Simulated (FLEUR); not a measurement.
# ZnCo3C: which magnetic order is lowest, part 2 of 2

Aim: find out whether ZnCo3C carries moments, and which collinear order costs least.

FLEUR MaX-R8.1; LDA (VWN); all-electron FLAPW, Dirac cores, scalar-relativistic bands.

So far. Step 2 (Start 1: ferro +++): After 34 cycles the largest moment stands at 0.359 μB.

## 3. Start 2: ferri ++-

Another pattern of signs weighs the neighbour shells otherwise.

inp.xml

```
<?xml version="1.0" encoding="UTF-8" standalone="no"?>
<fleurInput fleurInputVersion="0.39">
   <comment>
      ZnCo3C
   </comment>
   <calculationSetup>
      <cutoffs Kmax="4.4" Gmax="13.2" GmaxXC="13.2" numbands="0"/>
      <scfLoop itmax="90" minDistance="0.00002" maxIterBroyd="15" imix="Anderson" alpha="0.05" precondParam="0.0" spinf="2.0" sdNocoIR="T"/>
      <coreElectrons ctail="T" frcor="F" kcrel="0" coretail_lmax="0"/>
      <xcFunctional name="vwn" relativisticCorrections="F"/>
      <magnetism jspins="2"/>
      <soc l_soc="F" theta="0.0" phi="0.0" spav="F"/>
      <expertModes spex="0" secvar="F"/>
      <geometryOptimization l_f="F" forcealpha="1.0" forcemix="BFGS" epsdisp="0.00001" epsforce="0.00001"/>
      <ldaU l_linMix="F" mixParam="0.05" spinf="1.0"/>
   </calculationSetup>
   <cell>
      <bzIntegration valenceElectrons="67.0" mode="hist" fermiSmearingEnergy="0.00110248">
         <kPointListSelection listName="default-1"/>
         <xi:include xmlns:xi="http://www.w3.org/2001/XInclude" href="kpts.xml"> </xi:include>
      </bzIntegration>
      <xi:include xmlns:xi="http://www.w3.org/2001/XInclude" href="sym.xml"> </xi:include>
      <bulkLattice scale="1.0">
         <bravaisMatrix>
            <row-1>    7.0429230192838732     0.0000000000000000     0.0000000000000000</row-1>
            <row-2>    0.0000000000000000     7.0429230192838732     0.0000000000000000</row-2>
            <row-3>    0.0000000000000000     0.0000000000000000     7.0429230192838732</row-3>
         </bravaisMatrix>
      </bulkLattice>
   </cell>
   <atomSpecies>
      <species name="Zinc (Zn)" element="Zn" atomicNumber="30">
         <mtSphere radius="2.66" gridPoints="879" logIncrement="0.014"/>
         <atomicCutoffs lmax="10" lnonsphr="8"/>
         <electronConfig flipSpins="F">
            <coreConfig>(1s1/2) (2s1/2) (2p1/2) (2p3/2) (3s1/2) (3p1/2) (3p3/2)</coreConfig>
            <valenceConfig>(4s1/2) (3d3/2) (3d5/2)</valenceConfig>
         </electronConfig>
         <energyParameters s="4" p="4" d="3" f="4"/>
      </species>
      <species name="Cobalt (Co2.001" element="Co" atomicNumber="27">
         <mtSphere radius="2.19" gridPoints="725" logIncrement="0.017"/>
         <atomicCutoffs lmax="8" lnonsphr="6"/>
         <electronConfig flipSpins="F">
            <coreConfig>(1s1/2) (2s1/2) (2p1/2) (2p3/2)</coreConfig>
            <valenceConfig>(3s1/2) (3p1/2) (3p3/2) (4s1/2) (3d3/2) (3d5/2)</valenceConfig>
            <stateOccupation state="(3d3/2)" spinUp="1.5005" spinDown="1.2995"/>
            <stateOccupation state="(3d5/2)" spinUp="3.0" spinDown="1.2"/>
         </electronConfig>
         <energyParameters s="4" p="4" d="3" f="4"/>
         <lo type="SCLO" l="0" n="3" eDeriv="0"/>
         <lo type="SCLO" l="1" n="3" eDeriv="0"/>
      </species>
      <species name="Cobalt (Co-2.001" element="Co" atomicNumber="27">
         <mtSphere radius="2.19" gridPoints="725" logIncrement="0.017"/>
         <atomicCutoffs lmax="8" lnonsphr="6"/>
         <electronConfig flipSpins="F">
            <coreConfig>(1s1/2) (2s1/2) (2p1/2) (2p3/2)</coreConfig>
            <valenceConfig>(3s1/2) (3p1/2) (3p3/2) (4s1/2) (3d3/2) (3d5/2)</valenceConfig>
            <stateOccupation state="(3d3/2)" spinUp="1.2995" spinDown="1.5005"/>
            <stateOccupation state="(3d5/2)" spinUp="1.2" spinDown="3.0"/>
         </electronConfig>
         <energyParameters s="4" p="4" d="3" f="4"/>
         <lo type="SCLO" l="0" n="3" eDeriv="0"/>
         <lo type="SCLO" l="1" n="3" eDeriv="0"/>
      </species>
      <species name="Carbon (C)" element="C" atomicNumber="6">
         <mtSphere radius="1.24" gridPoints="411" logIncrement="0.025"/>
         <atomicCutoffs lmax="6" lnonsphr="4"/>
         <electronConfig flipSpins="F">
            <coreConfig>(1s1/2)</coreConfig>
            <valenceConfig>(2s1/2) (2p1/2) (2p3/2)</valenceConfig>
            <stateOccupation state="(2p1/2)" spinUp="0.333333" spinDown="0.333333"/>
            <stateOccupation state="(2p3/2)" spinUp="0.666667" spinDown="0.666667"/>
         </electronConfig>
         <energyParameters s="2" p="2" d="3" f="4"/>
      </species>
   </atomSpecies>
   <atomGroups>
      <atomGroup species="Zinc (Zn)">
         <relPos label="                   1">.0000000000 .0000000000 .0000000000</relPos>
         <force calculate="T" relaxXYZ="TTT"/>
      </atomGroup>
      <atomGroup species="Cobalt (Co2.001">
         <relPos label="                   2">.0000000000 1.000/2.000 1.000/2.000</relPos>
         <relPos label="                   3">1.000/2.000 1.000/2.000 .0000000000</relPos>
         <force calculate="T" relaxXYZ="TTT"/>
      </atomGroup>
      <atomGroup species="Cobalt (Co-2.001">
         <relPos label="                   4">1.000/2.000 .0000000000 1.000/2.000</relPos>
         <force calculate="T" relaxXYZ="TTT"/>
      </atomGroup>
      <atomGroup species="Carbon (C)">
         <relPos label="                   5">1.000/2.000 1.000/2.000 1.000/2.000</relPos>
         <force calculate="T" relaxXYZ="TTT"/>
      </atomGroup>
   </atomGroups>
   <output dos="F" band="F" slice="F">
      <bandDOS minEnergy="-.5*Htr" maxEnergy="0.5*Htr" sigma="0.015" storeEVData="T"/>
      <plotting iplot="0" polar="F">
         <plot TwoD="T" vec1="  1.0  0.0  0.0" vec2="  0.0  1.0  0.0" vec3="  0.0  0.0  1.0" zero="  0.0  0.0  0.0" file="plot"/>
      </plotting>
      <moessbauerParams electricFieldGradient="F" isomerShift="F" coreHyperfine="F" valenceHyperfine="F"/>
   </output>
</fleurInput>
```

crystal.txt

```
ZnCo3C
&input film=F cartesian=F /
3.72695436000  0.00000000000  0.00000000000
0.00000000000  3.72695436000  0.00000000000
0.00000000000  0.00000000000  3.72695436000
1.8897261246
1.0 1.0 1.0

5
30 0.00000000000  0.00000000000  0.00000000000
27 0.00000000000  0.50000000000  0.50000000000 : 2.001
27 0.50000000000  0.50000000000  0.00000000000 : 2.001
27 0.50000000000  0.00000000000  0.50000000000 : -2.001
6 0.50000000000  0.50000000000  0.50000000000

&kpt div1=8 div2=8 div3=8 gamma=T /
```

Started as:

```bash
> OMP_NUM_THREADS=1 inpgen -f crystal.txt > inpgen.log  # inp.xml is then edited as shown
> OMP_NUM_THREADS=1 mpirun -n 2 fleur_MPI > fleur.log
```

The program printed:

```text
[banner, memory and clock lines left out]
Welcome to FLEUR        (www.flapw.de)
      MaX-Release 8.1          (www.max-centre.eu)

 ========== k-point set info ==========
 Selected k-point list: default-1
 k-point list type: mesh
 0 x 0 x 0
 Number of k points: 76

 ------------Calculation Setup---------------------------
 Number of PE/node        :            2
 Number of OMP-threads    :            1
 k-points in parallel     :            2
 pe's per k-point         :            1
 No of k-point loops      :           38
 Eigenvalue solver        :       lapack
 Number of basis functions:          550
 Approximate size of matrices (H+S) per k-point:         0.005 GB
 Iteration:     1   Distance:      26.41873756 me/bohr^3
 Iteration:     2   Distance:      20.32741826 me/bohr^3
 Iteration:     3   Distance:      18.02396641 me/bohr^3
 Iteration:     4   Distance:      18.10970747 me/bohr^3
 Iteration:     5   Distance:      18.02544374 me/bohr^3
 Iteration:     6   Distance:      14.38972931 me/bohr^3
 Iteration:     7   Distance:      11.54262066 me/bohr^3
 Iteration:     8   Distance:       9.55275740 me/bohr^3
 Iteration:     9   Distance:       7.16462862 me/bohr^3
 Iteration:    10   Distance:       6.83603584 me/bohr^3
[... 22 iterations left out ...]
 Iteration:    33   Distance:       0.00382265 me/bohr^3
 Iteration:    34   Distance:       0.00133435 me/bohr^3
 Iteration:    35   Distance:       0.00103137 me/bohr^3
 Iteration:    36   Distance:       0.00068624 me/bohr^3
 Iteration:    37   Distance:       0.00027831 me/bohr^3
 Iteration:    38   Distance:       0.00020218 me/bohr^3
 Iteration:    39   Distance:       0.00018229 me/bohr^3
 Iteration:    40   Distance:       0.00019401 me/bohr^3
 Iteration:    41   Distance:       0.00006916 me/bohr^3
 Iteration:    42   Distance:       0.00000970 me/bohr^3

 ********************************************************************
 Run finished successfully
 Stop message:
   all done
 ********************************************************************

--- out.xml (last complete iteration) ---
<iteration numberForCurrentRun="   42" overallNumber="   42">
         [... left out ...]
         <bandgap value="0.0029118505" units="eV"/>
         <sumValenceSingleParticleEnergies value="-40.1638663276" units="Htr"/>
         <FermiEnergy value="0.3753089450" units="Htr"/>
         <valenceDensity>
            <mtCharges spin="1">
               <mtCharge atomType="1" total="5.8335319" s="0.4034229" p="0.4039013" d="4.9849718" f="0.0285589"/>
               <mtCharge atomType="2" total="8.1610216" s="1.1610774" p="3.1928671" d="3.7839817" f="0.0175277"/>
               <mtCharge atomType="3" total="8.1610215" s="1.1610774" p="3.1928671" d="3.7839816" f="0.0175277"/>
               <mtCharge atomType="4" total="0.8218011" s="0.2889773" p="0.5238304" d="0.0081313" f="0.0007570"/>
            </mtCharges>
            <mtCharges spin="2">
               <mtCharge atomType="1" total="5.8645546" s="0.4097591" p="0.4252954" d="4.9878933" f="0.0294332"/>
               <mtCharge atomType="2" total="7.8021189" s="1.1619369" p="3.1967497" d="3.4197874" f="0.0179364"/>
               <mtCharge atomType="3" total="7.8021191" s="1.1619369" p="3.1967497" d="3.4197876" f="0.0179364"/>
               <mtCharge atomType="4" total="0.8422170" s="0.2909909" p="0.5419741" d="0.0084119" f="0.0007456"/>
            </mtCharges>
            <spinDependentCharge spin="1" total="33.9891016" interstitial="2.8507038" mtSpheres="31.1383978"/>
            <spinDependentCharge spin="2" total="33.0108984" interstitial="2.8977699" mtSpheres="30.1131285"/>
            <totalCharge value="67.0000000000"/>
         </valenceDensity>
         [... left out ...]
         <magneticMomentsInMTSpheres units="muBohr">
            <globalMagMoment atomType="1" vec="0.00000   0.00000  -0.03102"/>
            <localMagMoment atomType="1" vec="0.00000   0.00000  -0.03102"/>
            <globalMagMoment atomType="2" vec="0.00000   0.00000   0.35890"/>
            <localMagMoment atomType="2" vec="0.00000   0.00000   0.35890"/>
            <globalMagMoment atomType="3" vec="0.00000   0.00000   0.35890"/>
            <localMagMoment atomType="3" vec="0.00000   0.00000   0.35890"/>
            <globalMagMoment atomType="4" vec="0.00000   0.00000  -0.02042"/>
            <localMagMoment atomType="4" vec="0.00000   0.00000  -0.02042"/>
         </magneticMomentsInMTSpheres>
         [... left out ...]
         <totalEnergy value="    -6004.7773546817" units="Htr">
            <sumOfEigenvalues value="    -3439.1479856740">
               <coreElectrons value="-3398.9841193465"/>
               <valenceElectrons value="-40.1638663276"/>
            </sumOfEigenvalues>
            <densityCoulombPotentialIntegral value="-9209.7794795180"/>
            <densityEffectivePotentialIntegral value="-9535.5713416444"/>
            <chargeDenXCDenIntegral value="-246.1196139211"/>
            <FockExchangeEnergyValence value="0.0000000000"/>
            <FockExchangeEnergyCore value="0.0000000000"/>
         [... left out ...]
            <tkbTimesEntropy value="0.0003981552"/>
            <freeEnergy value="-6004.7777528369"/>
            <extrapolationTo0K value="-6004.7775537593"/>
         </totalEnergy>
         <densityConvergence units="me/bohr^3">
            <chargeDensity spin="1" distance="0.0000053094"/>
            <chargeDensity spin="2" distance="0.0000057292"/>
            <overallChargeDensity distance="0.0000052943"/>
            <spinDensity distance="0.0000096952"/>
         </densityConvergence>
      </iteration>
```

Run time: 7.7 min. Hardware: 2 MPI ranks of Arm Neoverse V1, shared host; peak memory 0.21 GiB.

Spin moment in the muffin-tin sphere by atom:

```
atom  spin moment in the muffin-tin sphere (μB)
 Zn1                                     -0.031
 Co2                                      0.359
 Co3                                      0.359
 Co4                                      0.359
  C5                                     -0.020
```

This step gave:

```
free energy                                                       : -163398.3268 eV
program's band gap on this mesh (in a metal only a level spacing) : 0.002912 eV
magnetization                                                     : 0.9782 μB
final state                                                       : ferromagnetic
```

The typed pattern was not kept: a seeded moment turned or collapsed.

It lies level with the first start, and its largest moment is 0.359 μB against 0.359 μB.

## 4. Order 3, typed as no spin polarisation

A spinless run gives the zero against which the gain from the moments is read.

inp.xml, as its differences from that of step 3:

```diff
@@ -10,3 +10,3 @@
       <xcFunctional name="vwn" relativisticCorrections="F"/>
-      <magnetism jspins="2"/>
+      <magnetism jspins="1"/>
       <soc l_soc="F" theta="0.0" phi="0.0" spav="F"/>
@@ -40,3 +40,3 @@
       </species>
-      <species name="Cobalt (Co2.001" element="Co" atomicNumber="27">
+      <species name="Cobalt (Co)" element="Co" atomicNumber="27">
          <mtSphere radius="2.19" gridPoints="725" logIncrement="0.017"/>
@@ -46,17 +46,4 @@
             <valenceConfig>(3s1/2) (3p1/2) (3p3/2) (4s1/2) (3d3/2) (3d5/2)</valenceConfig>
-            <stateOccupation state="(3d3/2)" spinUp="1.5005" spinDown="1.2995"/>
-            <stateOccupation state="(3d5/2)" spinUp="3.0" spinDown="1.2"/>
-         </electronConfig>
-         <energyParameters s="4" p="4" d="3" f="4"/>
-         <lo type="SCLO" l="0" n="3" eDeriv="0"/>
-         <lo type="SCLO" l="1" n="3" eDeriv="0"/>
-      </species>
-      <species name="Cobalt (Co-2.001" element="Co" atomicNumber="27">
-         <mtSphere radius="2.19" gridPoints="725" logIncrement="0.017"/>
-         <atomicCutoffs lmax="8" lnonsphr="6"/>
-         <electronConfig flipSpins="F">
-            <coreConfig>(1s1/2) (2s1/2) (2p1/2) (2p3/2)</coreConfig>
-            <valenceConfig>(3s1/2) (3p1/2) (3p3/2) (4s1/2) (3d3/2) (3d5/2)</valenceConfig>
-            <stateOccupation state="(3d3/2)" spinUp="1.2995" spinDown="1.5005"/>
-            <stateOccupation state="(3d5/2)" spinUp="1.2" spinDown="3.0"/>
+            <stateOccupation state="(3d3/2)" spinUp="1.400000" spinDown="1.400000"/>
+            <stateOccupation state="(3d5/2)" spinUp="2.100000" spinDown="2.100000"/>
          </electronConfig>
@@ -83,8 +70,5 @@
       </atomGroup>
-      <atomGroup species="Cobalt (Co2.001">
+      <atomGroup species="Cobalt (Co)">
          <relPos label="                   2">.0000000000 1.000/2.000 1.000/2.000</relPos>
          <relPos label="                   3">1.000/2.000 1.000/2.000 .0000000000</relPos>
-         <force calculate="T" relaxXYZ="TTT"/>
-      </atomGroup>
-      <atomGroup species="Cobalt (Co-2.001">
          <relPos label="                   4">1.000/2.000 .0000000000 1.000/2.000</relPos>
```

crystal.txt

```
ZnCo3C
&input film=F cartesian=F /
3.72695436000  0.00000000000  0.00000000000
0.00000000000  3.72695436000  0.00000000000
0.00000000000  0.00000000000  3.72695436000
1.8897261246
1.0 1.0 1.0

5
30 0.00000000000  0.00000000000  0.00000000000
27 0.00000000000  0.50000000000  0.50000000000
27 0.50000000000  0.50000000000  0.00000000000
27 0.50000000000  0.00000000000  0.50000000000
6 0.50000000000  0.50000000000  0.50000000000

&kpt div1=8 div2=8 div3=8 gamma=T /
```

The program printed:

```text
[banner, memory and clock lines left out]
Welcome to FLEUR        (www.flapw.de)
      MaX-Release 8.1          (www.max-centre.eu)

 ========== k-point set info ==========
 Selected k-point list: default-1
 k-point list type: mesh
 0 x 0 x 0
 Number of k points: 36

 [... set-up left out ...]
 Iteration:     1   Distance:      26.43231874 me/bohr^3
 Iteration:     2   Distance:      20.83937822 me/bohr^3
 Iteration:     3   Distance:      14.19434454 me/bohr^3
 Iteration:     4   Distance:      11.15912498 me/bohr^3
 Iteration:     5   Distance:       8.02415156 me/bohr^3
[...]
<FermiEnergy value="0.3730747010" units="Htr"/>
         [... left out ...]
         <totalEnergy value="    -6004.7763664838" units="Htr">
            <sumOfEigenvalues value="    -3439.1710657544">
               <coreElectrons value="-3398.9981810413"/>
               <valenceElectrons value="-40.1728847131"/>
            </sumOfEigenvalues>
         [... left out ...]
            <freeEnergy value="-6004.7770791634"/>
            <extrapolationTo0K value="-6004.7767228236"/>
         </totalEnergy>
         <densityConvergence units="me/bohr^3">
            <chargeDensity spin="1" distance="0.0000069590"/>
         </densityConvergence>
      </iteration>
```

It took 55 s on 2 MPI ranks; peak memory 0.13 GiB.

This step gave:

```yaml
free_energy: -163398.3084 eV
program_s_band_gap_on_this_mesh_in_a_metal_only_a_level_spacing: 1.71e-4 eV
final_state: non-magnetic (no spin polarisation)
```

It lies 6.11 meV a seeded atom over the first start.

## 5. The states side by side

Free energies are divided by the number of seeded atoms.

Orders:

```
               start    final state  typed order kept  energy over the lowest (meV a seeded atom)  largest sphere moment (μB)  net moment (μB a primitive cell)  mesh matched  CPU time (s)
           ferro +++  ferromagnetic               yes                                           0                      0.3589                            0.9782           yes           358
           ferri ++-  ferromagnetic                no                                           0                      0.3589                            0.9782           yes         922.2
no spin polarisation   non-magnetic                 -                                       6.111                           0                                 0           yes         109.8
```

## 6. Summary of results

| Item | Value |
| --- | --- |
| lowest state found | ferromagnetic (typed ferri ++-) |
| largest site spin moment | 0.359 μB |
| next finished state | non-magnetic, 6.11 meV a seeded atom higher |
| energy gained by spin polarisation | 6.11 meV a seeded atom |

What this shows: The lowest state found is ferromagnetic, reached from the start ferri ++-, with moments up to 0.359 μB. Spin polarisation gains little, as in a weak itinerant magnet. 1 start left the typed pattern (a sign turned, or a seeded moment died or shrank under 0.15 μB), so such an energy belongs to the state reached, not the one typed. Only 3 starts were tried; other patterns of signs, canted and longer-period orders were not.

[Logs and program files are shortened in this print: banners, set-up blocks, solver, clock and traceback lines can be left out without a mark of their own.]

[Logs are printed without paths, hosts, clocks, repeated set-up lines and the standing remarks that a program may print on its own settings, such as how far it seeks lower states.]

[Hosts, paths, dates, database ids (printed as entryN), source tags and the programs' standing remarks are cut or masked in the printed files.]

[Where a cell is said to come from a database of computed structures, the database is the Materials Project.]
